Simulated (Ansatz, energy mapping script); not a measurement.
# BaMnO2 in the infinite layer structure: energy mapping under PBE+U (1.32 eV)

Aim: the exchange couplings of BaMnO2 in the infinite layer structure from the energies of a few collinear orders, and the ordering temperature that they give.

Method: PBE with U = 1.32 eV on Mn d, ortho-atomic projectors; plane waves, U on orthogonalised atomic orbitals unless named otherwise, collinear spin, no spin–orbit coupling, in Ansatz 0.2.0.

Report form: the programs' logs are mostly left out.

## Step 1: The starting structure

The structure is tetragonal, space group P4/mmm (No. 123). The conventional cell has a = 4.127 Å, b = 4.127 Å, c = 3.715 Å, α = 90.00°, β = 90.00°, γ = 90.00°. Nearest to Ba lie 8 O at 2.78 Å. Mn has 4 O at 2.06 Å nearest. Nearest to O lie 2 Mn at 2.06 Å and 4 Ba at 2.78 Å. infinite layer prototype, lattice guessed from radii. Farther neighbours and most contacts between anions are not listed.

Coordinates:

```cif
data_structure
_symmetry_space_group_name_H-M 'P4/mmm'
_symmetry_Int_Tables_number 123
_cell_length_a 4.1272
_cell_length_b 4.1272
_cell_length_c 3.7147
_cell_angle_alpha 90.000
_cell_angle_beta 90.000
_cell_angle_gamma 90.000
_cell_volume 63.28
loop_
_atom_site_label
_atom_site_type_symbol
_atom_site_symmetry_multiplicity
_atom_site_Wyckoff_symbol
_atom_site_fract_x
_atom_site_fract_y
_atom_site_fract_z
_atom_site_occupancy
Ba1 Ba 1 d 0.50000 0.50000 0.50000 1
Mn1 Mn 1 a 0.00000 0.00000 0.00000 1
O1 O 2 f 0.50000 0.00000 0.00000 1
```

This cell was built for the study (infinite layer prototype, lattice guessed from radii), not taken from an experiment; the compound need not form in this structure.

The cell was relaxed beforehand in Ansatz under PBEsol with U = 4 eV on Mn d, ortho-atomic projectors, from parallel moments.

A Hubbard U penalises fractional filling of the shell. It raises the cost of virtual hops to the neighbours, so couplings that rest on such hops usually weaken.

## Step 2: A first run with parallel moments

One run in the crystal's own cell, under PBE with U = 3.2 eV on Mn d, ortho-atomic projectors, shows which elements keep a moment. Transition or f elements with 0.3 μB or more enter the spin model; moments induced on other atoms do not.

Input file input.yaml:

```yaml
crystal:
  lattice:
    - [4.127187672, 0.0, 0.0]
    - [0.0, 4.127187672, 0.0]
    - [0.0, 0.0, 3.714721928]
  atoms:
    - { symbol: Ba, position: [0.5, 0.5, 0.5] }
    - { symbol: Mn, position: [0.0, 0.0, 0.0], spin: 4.5 }
    - { symbol: O, position: [0.5, 0.0, 0.0] }
    - { symbol: O, position: [0.0, 0.5, 0.0] }
magnetization:
  spin_polarized: true
kpoints:
  mp_grid: { grid: [6, 6, 7] }
hamiltonian:
  xc: pbe
  hubbard:
    sites: [{ species: Mn, l: d, u_eff: 3.2 }]
    projectors: ortho-atomic
scf:
  occupations: { method: fermi_dirac, width: 0.05 }
output:
  eigenvalues: true
```

Command:

```sh
> ansatz run input.yaml --threads 4 --pin off --max-ram 8192MiB --backend cpu --events-out ev --progress --plain --runs-dir out
```

Wall time 4 s (4 threads of Arm Neoverse V1, shared host); peak memory 0.44 GiB.

Spin moment in the sphere by atom:

| atom | spin moment in the sphere (μB) |
| --- | --- |
| Ba1 | 0.01 |
| Mn2 | 3.82 |
| O3 | 0.01 |
| O4 | 0.01 |

The run ends ferromagnetic; Mn carries the moments.

## Step 3: A run to fix the orbital filling

A corrected shell can settle in several orbital fillings. One parallel run, with an occupation width a fifth wider than the orders use, therefore is to supply the occupation matrices. All orders start from them.

input.yaml, the sections that differ from step 2:

```yaml
kpoints:
  mp_grid: { grid: [10, 10, 11] }
hamiltonian:
  xc: pbe
  hubbard:
    sites: [{ species: Mn, l: d, u_eff: 1.32 }]
    projectors: ortho-atomic
scf:
  occupations: { method: fermi_dirac, width: 0.06 }
# crystal, magnetization, output: as in step 2
```

Run time: 17 s. Hardware: 4 threads; peak memory 0.63 GiB; 59 s of CPU time.

Numbers from this step:

```yaml
final_state: ferromagnetic
electrons_in_the_corrected_shells: 5.422 e
largest_moment: 3.466 μB
```

## Step 4: Run 1 (parallel; cell A, 8 atoms)

The parallel order is the zero of energy for this cell and mesh.

Input file input.yaml:

```yaml
crystal:
  lattice:
    - [4.127187672, 0.0, 0.0]
    - [0.0, 4.127187672, 3.714721928]
    - [0.0, -4.127187672, 3.714721928]
  atoms:
    - { symbol: Ba, position: [0.5, 0.5, 0.0] }
    - { symbol: Ba, position: [0.5, 0.0, 0.5] }
    - { symbol: Mn, position: [0.0, 0.0, 0.0], spin: 4.5 }
    - { symbol: Mn, position: [0.0, 0.5, 0.5], spin: 4.5 }
    - { symbol: O, position: [0.5, 0.0, 0.0] }
    - { symbol: O, position: [0.5, 0.5, 0.5] }
    - { symbol: O, position: [0.0, 0.25, 0.75] }
    - { symbol: O, position: [0.0, 0.75, 0.25] }
magnetization:
  spin_polarized: true
kpoints:
  mp_grid: { grid: [10, 7, 7] }
hamiltonian:
  xc: pbe
  hubbard:
    sites:
      - { species: Mn, l: d, u_eff: 1.32 }
      - { site: 2, l: d, u_eff: 1.32, starting_ns: [{ spin: up, occupation_matrix: mn2_major }, { spin: down, occupation_matrix: mn2_minor }] }
      - { site: 3, l: d, u_eff: 1.32, starting_ns: [{ spin: up, occupation_matrix: mn2_major }, { spin: down, occupation_matrix: mn2_minor }] }
    projectors: ortho-atomic
    occupation_matrices:
      mn2_major:
        matrix:
          - [0.936, 0.0, 0.0, 0.0, 0.0]
          - [0.0, 0.995, 0.0, 0.0, 0.0]
          - [0.0, 0.0, 0.995, 0.0, 0.0]
          - [0.0, 0.0, 0.0, 0.752, 0.0]
          - [0.0, 0.0, 0.0, 0.0, 0.997]
      mn2_minor:
        matrix:
          - [0.321, 0.0, 0.0, 0.0, 0.0]
          - [0.0, 0.062, 0.0, 0.0, 0.0]
          - [0.0, 0.0, 0.062, 0.0, 0.0]
          - [0.0, 0.0, 0.0, 0.203, 0.0]
          - [0.0, 0.0, 0.0, 0.0, 0.098]
scf:
  occupations: { method: fermi_dirac, width: 0.05 }
output:
  eigenvalues: true
  write_density: true
  write_potential: true
  elf: true
  volumetric_format: npy
```

It took 49 s on 4 threads; peak memory 1.2 GiB.

Spin moment in the sphere by atom:

| atom | spin moment in the sphere (μB) |
| --- | --- |
| Ba1 | 0.00 |
| Ba2 | 0.00 |
| Mn3 | 3.45 |
| Mn4 | 3.45 |
| O5 | 0.02 |
| O6 | 0.02 |
| O7 | 0.02 |
| O8 | 0.02 |

The run ends ferromagnetic.

Spin density in the ac plane at fractional y = 0.000, with atoms of Ba and Mn and O within 0.2 Å of it.

Ten even steps from '_' (-0.2 e/Å³) to '@' (6.9 e/Å³), each cell a mean:
```
##==..__________________..++
::..____________________....
____________________________
____________________________
____________________________
____________________________
____________________________
____________________________
____________________________
____________________________
____________________________
____________________________
____________________________
____________________________
____________________________
....______________________..
++--____________________..==
@@++..__________________::##
```
Columns run along a (4.1 Å), rows up along c (5.6 Å). Atoms in or near the plane, at fractional coordinates: Ba at (0.50, 0.50), Mn at (0.00, 0.00), O at (0.50, 0.00).

ELF in the ac plane at fractional y = 0.000, with atoms of Ba and Mn and O within 0.2 Å of it. It is the smooth field of the valence electrons, not physical close to the nuclei.

Ten even steps from '0' (0.01) to '9' (0.88), each cell a mean:
```
98316876883158
65215899973135
21102567641012
11000122110011
11001233210011
11014788873101
00048998997200
00269832599500
00289600289610
00279710389600
00159976898400
10026899984101
11002455531001
11000011100011
11001355431011
43114799862124
87315887883157
98416853784269
```
Columns run along a (4.1 Å), rows up along c (5.6 Å). Atoms in or near the plane, at fractional coordinates: Ba at (0.50, 0.50), Mn at (0.00, 0.00), O at (0.50, 0.00).

## Step 5: Order 2: compensated +−, cell A of 8 atoms

This order reverses 2 of the 2 neighbours at 3.71 Å, 2 of the 4 neighbours at 4.13 Å and 4 of the 8 neighbours at 5.55 Å, counted for an average magnetic atom.

Edit input.yaml of step 4 so:

```diff
@@ -9,3 +9,3 @@
     - { symbol: Mn, position: [0.0, 0.0, 0.0], spin: 4.5 }
-    - { symbol: Mn, position: [0.0, 0.5, 0.5], spin: 4.5 }
+    - { symbol: Mn, position: [0.0, 0.5, 0.5], spin: -4.5 }
     - { symbol: O, position: [0.5, 0.0, 0.0] }
@@ -24,3 +24,3 @@
       - { site: 2, l: d, u_eff: 1.32, starting_ns: [{ spin: up, occupation_matrix: mn2_major }, { spin: down, occupation_matrix: mn2_minor }] }
-      - { site: 3, l: d, u_eff: 1.32, starting_ns: [{ spin: up, occupation_matrix: mn2_major }, { spin: down, occupation_matrix: mn2_minor }] }
+      - { site: 3, l: d, u_eff: 1.32, starting_ns: [{ spin: up, occupation_matrix: mn2_minor }, { spin: down, occupation_matrix: mn2_major }] }
     projectors: ortho-atomic
```

Run time: 26 s. Hardware: 4 threads; peak memory 1.2 GiB.

Spin moment in the sphere by atom:

| atom | spin moment in the sphere (μB) |
| --- | --- |
| Ba1 | 0.00 |
| Ba2 | 0.00 |
| Mn3 | 3.43 |
| Mn4 | -3.43 |
| O5 | 0.03 |
| O6 | -0.03 |
| O7 | 0.00 |
| O8 | 0.00 |

The run ends antiferromagnetic, 174.41 meV a magnetic atom above the parallel order of its cell (energies taken at zero occupation width, not the printed F).

Spin density in the ac plane at fractional y = 0.000, with atoms of Ba and Mn and O within 0.2 Å of it.

Ten even steps from '0' (-0.1 e/Å³) to '9' (6.9 e/Å³), each cell a mean:
```
74100000000015
21000000000011
00000000000000
00000000000000
00000000000000
00000000000000
00000000000000
00000000000000
00000000000000
00000000000000
00000000000000
00000000000000
00000000000000
00000000000000
00000000000000
11000000000001
53000000000014
95100000000027
```
Columns run along a (4.1 Å), rows up along c (5.6 Å). Atoms in or near the plane, at fractional coordinates: Ba at (0.50, 0.50), Mn at (0.00, 0.00), O at (0.50, 0.00).

ELF in the ac plane at fractional y = 0.000, with atoms of Ba and Mn and O within 0.2 Å of it. It is the smooth field of the valence electrons, not physical close to the nuclei.

Ten even steps from '_' (0.01) to '@' (0.88), each cell a mean:
```
@@%%==..**%%##**%%%%--..++%%
**++::..++%%@@@@@@##--..--++
::......::++**##**==..__..::
....______..::::....____....
....____..::----::..____....
....__..==##%%%%%%##--..__..
____..==%%@@@@%%@@@@##::____
____::**@@%%--::++@@@@++____
____::##@@**____::%%@@**..__
____::##@@##..__--%%@@**____
____..++@@@@##**%%@@%%==____
..____::**%%@@@@@@%%==..__..
....____::==++++++--..____..
....________......______....
......__..--++++==--..__....
==--....==##@@@@%%**::..::==
%%##--..++%%%%##%%%%--..++##
@@%%==..**%%++--##%%==::**@@
```
Columns run along a (4.1 Å), rows up along c (5.6 Å). Atoms in or near the plane, at fractional coordinates: Ba at (0.50, 0.50), Mn at (0.00, 0.00), O at (0.50, 0.00).

## Step 6: Order 3: parallel, cell B of 8 atoms

A new cell needs its own zero of energy.

This run holds the same structure in another cell (a 4.127 → 3.715 Å, b 5.553 → 4.127 Å, c 5.553 → 8.254 Å, α 96.0 → 90.0°).

Input file input.yaml:

```yaml
crystal:
  lattice:
    - [0.0, 0.0, 3.714721928]
    - [4.127187672, 0.0, 0.0]
    - [0.0, 8.254375344, 0.0]
  atoms:
    - { symbol: Ba, position: [0.5, 0.5, 0.25] }
    - { symbol: Ba, position: [0.5, 0.5, 0.75] }
    - { symbol: Mn, position: [0.0, 0.0, 0.0], spin: 4.5 }
    - { symbol: Mn, position: [0.0, 0.0, 0.5], spin: 4.5 }
    - { symbol: O, position: [0.0, 0.5, 0.0] }
    - { symbol: O, position: [0.0, 0.5, 0.5] }
    - { symbol: O, position: [0.0, 0.0, 0.25] }
    - { symbol: O, position: [0.0, 0.0, 0.75] }
magnetization:
  spin_polarized: true
kpoints:
  mp_grid: { grid: [11, 10, 5] }
hamiltonian:
  xc: pbe
  hubbard:
    sites:
      - { species: Mn, l: d, u_eff: 1.32 }
      - { site: 2, l: d, u_eff: 1.32, starting_ns: [{ spin: up, occupation_matrix: mn2_major }, { spin: down, occupation_matrix: mn2_minor }] }
      - { site: 3, l: d, u_eff: 1.32, starting_ns: [{ spin: up, occupation_matrix: mn2_major }, { spin: down, occupation_matrix: mn2_minor }] }
    projectors: ortho-atomic
    occupation_matrices:
      mn2_major:
        matrix:
          - [0.936, 0.0, 0.0, 0.0, 0.0]
          - [0.0, 0.995, 0.0, 0.0, 0.0]
          - [0.0, 0.0, 0.995, 0.0, 0.0]
          - [0.0, 0.0, 0.0, 0.752, 0.0]
          - [0.0, 0.0, 0.0, 0.0, 0.997]
      mn2_minor:
        matrix:
          - [0.321, 0.0, 0.0, 0.0, 0.0]
          - [0.0, 0.062, 0.0, 0.0, 0.0]
          - [0.0, 0.0, 0.062, 0.0, 0.0]
          - [0.0, 0.0, 0.0, 0.203, 0.0]
          - [0.0, 0.0, 0.0, 0.0, 0.098]
scf:
  occupations: { method: fermi_dirac, width: 0.05 }
output:
  eigenvalues: true
```

Run time: 50 s. Hardware: 4 threads; peak memory 1.3 GiB; 3.2 min of CPU time.

The run ends ferromagnetic. For each magnetic atom its energy differs from the parallel run of the first cell by -1.66 meV, an error that one common reference would have brought in.

## Step 7: Run 4 (compensated +−; cell B, 8 atoms)

This order reverses 0 of the 2 neighbours at 3.71 Å, 2 of the 4 neighbours at 4.13 Å and 4 of the 8 neighbours at 5.55 Å, counted for an average magnetic atom.

Edit input.yaml of step 6 so:

```diff
@@ -9,3 +9,3 @@
     - { symbol: Mn, position: [0.0, 0.0, 0.0], spin: 4.5 }
-    - { symbol: Mn, position: [0.0, 0.0, 0.5], spin: 4.5 }
+    - { symbol: Mn, position: [0.0, 0.0, 0.5], spin: -4.5 }
     - { symbol: O, position: [0.0, 0.5, 0.0] }
@@ -24,3 +24,3 @@
       - { site: 2, l: d, u_eff: 1.32, starting_ns: [{ spin: up, occupation_matrix: mn2_major }, { spin: down, occupation_matrix: mn2_minor }] }
-      - { site: 3, l: d, u_eff: 1.32, starting_ns: [{ spin: up, occupation_matrix: mn2_major }, { spin: down, occupation_matrix: mn2_minor }] }
+      - { site: 3, l: d, u_eff: 1.32, starting_ns: [{ spin: up, occupation_matrix: mn2_minor }, { spin: down, occupation_matrix: mn2_major }] }
     projectors: ortho-atomic
```

Wall time 27 s (4 threads); peak memory 1.2 GiB; 1.8 min of CPU time.

The run ends antiferromagnetic, 40.48 meV a magnetic atom above the parallel order of its cell (energies taken at zero occupation width, not the printed F).

## Step 8: Parallel start in cell C (8 atoms)

This run holds the same structure in another cell (b 4.127 → 5.837 Å, c 8.254 → 5.837 Å).

Input file input.yaml:

```yaml
crystal:
  lattice:
    - [0.0, 0.0, -3.714721928]
    - [4.127187672, 4.127187672, 0.0]
    - [4.127187672, -4.127187672, 0.0]
  atoms:
    - { symbol: Ba, position: [0.5, 0.5, 0.0] }
    - { symbol: Ba, position: [0.5, 0.0, 0.5] }
    - { symbol: Mn, position: [0.0, 0.0, 0.0], spin: 4.5 }
    - { symbol: Mn, position: [0.0, 0.5, 0.5], spin: 4.5 }
    - { symbol: O, position: [0.0, 0.25, 0.25] }
    - { symbol: O, position: [0.0, 0.75, 0.75] }
    - { symbol: O, position: [0.0, 0.25, 0.75] }
    - { symbol: O, position: [0.0, 0.75, 0.25] }
magnetization:
  spin_polarized: true
kpoints:
  mp_grid: { grid: [11, 7, 7] }
hamiltonian:
  xc: pbe
  hubbard:
    sites:
      - { species: Mn, l: d, u_eff: 1.32 }
      - { site: 2, l: d, u_eff: 1.32, starting_ns: [{ spin: up, occupation_matrix: mn2_major }, { spin: down, occupation_matrix: mn2_minor }] }
      - { site: 3, l: d, u_eff: 1.32, starting_ns: [{ spin: up, occupation_matrix: mn2_major }, { spin: down, occupation_matrix: mn2_minor }] }
    projectors: ortho-atomic
    occupation_matrices:
      mn2_major:
        matrix:
          - [0.936, 0.0, 0.0, 0.0, 0.0]
          - [0.0, 0.995, 0.0, 0.0, 0.0]
          - [0.0, 0.0, 0.995, 0.0, 0.0]
          - [0.0, 0.0, 0.0, 0.752, 0.0]
          - [0.0, 0.0, 0.0, 0.0, 0.997]
      mn2_minor:
        matrix:
          - [0.321, 0.0, 0.0, 0.0, 0.0]
          - [0.0, 0.062, 0.0, 0.0, 0.0]
          - [0.0, 0.0, 0.062, 0.0, 0.0]
          - [0.0, 0.0, 0.0, 0.203, 0.0]
          - [0.0, 0.0, 0.0, 0.0, 0.098]
scf:
  occupations: { method: fermi_dirac, width: 0.05 }
output:
  eigenvalues: true
```

Wall time 26 s (4 threads); peak memory 0.93 GiB.

The run ends ferromagnetic. For each magnetic atom its energy differs from the parallel run of the first cell by 1.17 meV, an error that one common reference would have brought in.

[end of part 1 of 2]

[Logs and program files are shortened in this print: banners, set-up blocks, solver, clock and traceback lines can be left out without a mark of their own.]

[Logs are printed without paths, hosts, clocks, repeated set-up lines and the standing remarks that a program may print on its own settings, such as how far it seeks lower states.]

[Hosts, paths, dates, database ids (printed as entryN), source tags and the programs' standing remarks are cut or masked in the printed files.]

[Where a cell is said to come from a database of computed structures, the database is the Materials Project.]
